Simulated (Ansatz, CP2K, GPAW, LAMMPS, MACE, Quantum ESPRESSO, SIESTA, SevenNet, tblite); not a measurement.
**A faulty GPAW run on liquid 68TiO2-32SiO2 (mol %) at 3000 K (93 atoms)**

Program: GPAW 26.7.0, a calculation on a cell of 21 Ti, 10 Si and 62 O, 17.0 Å³ an atom.

run.py reads:

```python
import numpy as np
from ase.io import read
from gpaw import GPAW, FermiDirac

atoms = read("structure.xyz")
atoms.calc = GPAW(
    mode="lcao",
    basis="dzp",
    h=0.18,
    xc="PBE",
    kpts={"size": (1, 1, 1), "gamma": True},
    occupations=FermiDirac(0.05),
    maxiter=3,
    symmetry={"point_group": False},
    txt="gpaw.txt",
)
energy = atoms.get_potential_energy(force_consistent=True)
forces = atoms.get_forces()
print(f"energy {energy:.6f} eV")
print("forces (eV/A)")
for i, (a, f) in enumerate(zip(atoms, forces)):
    print(f"{i:4d} {a.symbol:2s} {f[0]:10.5f} {f[1]:10.5f} {f[2]:10.5f}")
print(f"Fermi level {atoms.calc.get_fermi_level():.4f} eV")
for k in range(len(atoms.calc.get_ibz_k_points())):
    for s in range(atoms.calc.get_number_of_spins()):
        e = atoms.calc.get_eigenvalues(kpt=k, spin=s)
        n = np.searchsorted(e, atoms.calc.get_fermi_level())
        print(f"k {k} spin {s} levels about the Fermi level:", np.round(e[max(n - 6, 0):n], 4).tolist(), "|", np.round(e[n:n + 6], 4).tolist())
```

structure.xyz reads:

```xyz
93
Lattice="11.64156 0.00000 0.00000 0.00000 11.64156 0.00000 0.00000 0.00000 11.64156" Properties=species:S:1:pos:R:3 pbc="T T T"
Ti 6.75408 11.59336 5.09283
Ti 4.48805 9.40417 6.44931
Ti 6.53965 0.99617 1.89874
Ti 1.21538 0.91549 3.06522
Ti 10.63503 7.72487 7.96818
Ti 6.10390 4.50039 1.24576
Ti 9.20824 3.83403 1.52679
Ti 10.81734 0.99954 0.13958
Ti 7.08342 3.73624 8.76190
Ti 3.99131 8.28565 2.91924
[... 79 atom lines left out ...]
O 6.34442 9.78264 5.75279
O 10.09149 5.88760 8.91173
O 7.30962 3.04625 1.33925
O 6.67737 4.90645 2.72133
```

Started as:

```console
$ OMP_NUM_THREADS=1 python run.py > output.txt
```

The program printed:

```text
gpaw.KohnShamConvergenceError
```

gpaw.txt:

```text
Input parameters:
  mode=LCAO(),
  basis={'default': 'dzp'},
  h=0.18,
  kpts=MonkhorstPack(size=(1, 1, 1), gamma=True),
  maxiter=3,
  occupations=Occupations(name='fermi-dirac', width=0.05, fixmagmom=False),
  symmetry=Symmetry(point_group=False),
  xc=XC(name='PBE')
Unit cell  # Å
| periodic |         x |         y |         z |   lengths |    angles |
|----------|-----------|-----------|-----------|-----------|-----------|
|      yes | 11.641560 |  0.000000 |  0.000000 | 11.641560 | 90.000000 |
|      yes |  0.000000 | 11.641560 |  0.000000 | 11.641560 | 90.000000 |
|      yes |  0.000000 |  0.000000 | 11.641560 | 11.641560 | 90.000000 |
Number of symmetries: 1
Symmetry operations  # r_c * U_cc + t_c -> r_c
|   | kind |            matrix            |
|---|------|------------------------------|
| 0 |  E   |  1, 0, 0,  0, 1, 0,  0, 0, 1 |
BZ-sampling:
  Number of BZ points: 1
  Number of IBZ points: 1
  Monkhorst-Pack size: [1, 1, 1]
  Monkhorst-Pack shift: [0, 0, 0]
K-points  # in reciprocal-cell coordinates
|   |                                coordinates |     weight |
|---|--------------------------------------------|------------|
| 0 | (  0.00000000,   0.00000000,   0.00000000) | 1.00000000 |
basis functions: 1545
Spin-components: 1 (collinear spins)
Bands:           403
Projectors:      486
Spin-degeneracy: 2
Datatype:        <class 'float'>
Parallelization:
  kpt:    1
  domain: 1
  band:   1
Density:
  Valence electrons: 664.0
  Components: 1
  Grid points: [64 64 64]
  Charge: 0.0  # |e|
Potential:
  Grid points: [64 64 64]
species:
  Ti:
    name:    Titanium
    Z:       22.0
    valence: 12
    core:    10
    LCAO basis set for Ti:
      Name: dzp
      Number of radial functions: 11
      Number of spherical harmonics: 29
        l=0, rc=3.4375 Bohr: 3s-sz confined orbital
        l=0, rc=9.9062 Bohr: 4s-sz confined orbital
        l=1, rc=3.8906 Bohr: 3p-sz confined orbital
        l=1, rc=13.1094 Bohr: 4p-sz confined orbital
        l=2, rc=6.6250 Bohr: 3d-sz confined orbital
        l=0, rc=2.1406 Bohr: 3s-dz split-valence wave
        l=0, rc=6.0156 Bohr: 4s-dz split-valence wave
        l=1, rc=2.3125 Bohr: 3p-dz split-valence wave
        l=1, rc=8.1094 Bohr: 4p-dz split-valence wave
        l=2, rc=3.8594 Bohr: 3d-dz split-valence wave
        l=1, rc=9.9062 Bohr: p-type Gaussian polarization
      Number of RI-basis functions 0
  Si:
    name:    Silicon
    Z:       14.0
    valence: 4
    core:    10
    LCAO basis set for Si:
      Name: dzp
      Number of radial functions: 5
      Number of spherical harmonics: 13
        l=0, rc=6.8594 Bohr: 3s-sz confined orbital
        l=1, rc=9.0625 Bohr: 3p-sz confined orbital
        l=0, rc=3.8906 Bohr: 3s-dz split-valence wave
        l=1, rc=5.2344 Bohr: 3p-dz split-valence wave
        l=2, rc=9.0625 Bohr: d-type Gaussian polarization
      Number of RI-basis functions 0
  O:
    name:    Oxygen
    Z:       8.0
    valence: 6
    core:    2
    LCAO basis set for O:
      Name: dzp
      Number of radial functions: 5
      Number of spherical harmonics: 13
        l=0, rc=4.3438 Bohr: 2s-sz confined orbital
        l=1, rc=5.3906 Bohr: 2p-sz confined orbital
        l=0, rc=2.2969 Bohr: 2s-dz split-valence wave
        l=1, rc=2.8906 Bohr: 2p-dz split-valence wave
        l=2, rc=5.3906 Bohr: d-type Gaussian polarization
      Number of RI-basis functions 0
Reference energy: -693100.585088  # eV
eigensolver:
density mixing:
  MSR1-Mixer
occupation numbers:
  Fermi-Dirac:
    width: 0.0500  # eV
FastPoissonSolver using
    Stencil: 6*3+1=19 point O(h^6) finite-difference Laplacian
xc functional:
  name: PBE with 2 nearest neighbor stencil
interpolation: tri-quintic # 5. degree polynomial
Initialization done in: 12.380 s
convergence criteria:
- Maximum [total energy] change in last 3 cyles: 0.0005 eV / valence electron
- Maximum integral of absolute [dens]ity change: 0.0001 electrons / valence electron
- Maximum integral of absolute [eigenst]ate change: 4e-08 eV^2 / valence electron
maximum number of iterations: 3
SCF iterations
|iter     |      energy | eigst |  dens |
|---------|-------------|-------|-------|
|iter:   1| -792.729013 |      c|       |
|iter:   2| -759.709602 |      c| -0.80 |
|iter:   3| -705.090736 |      c| -0.87 |
timing:  # [seconds]
  Total: 62.446  # ━━━━━━━━━━━━━━━━━━━━━━━━━━━━━━━━━━━━━━━━━━━━━━━━━━━━━━━━━━
  Init:  12.379  # ━━━━━━━━━━━╸
  SCF:   50.011  # ━━━━━━━━━━━━━━━━━━━━━━━━━━━━━━━━━━━━━━━━━━━━━━╸
```

The job ended after 64 s (1 thread of Arm Neoverse V2, shared host; peak memory 2 GiB).

Banners, paths, timers and routine set-up lines are dropped from the logs unmarked, and long logs keep their key lines alone; longer cuts are marked.

Why should this run not be trusted?

Too few SCF iterations: iteration limit 3.

The run ended unconverged.

[Also dropped from logs without a mark: logging warnings of Python, and SIESTA's first energy breakdown and zero terms.]

[Logs are printed without paths, hosts, clocks, repeated set-up lines and the standing remarks that a program may print on its own settings, such as how far it seeks lower states.]

[Hosts, paths, dates, database ids (printed as entryN), source tags and the programs' standing remarks are cut or masked in the printed files.]
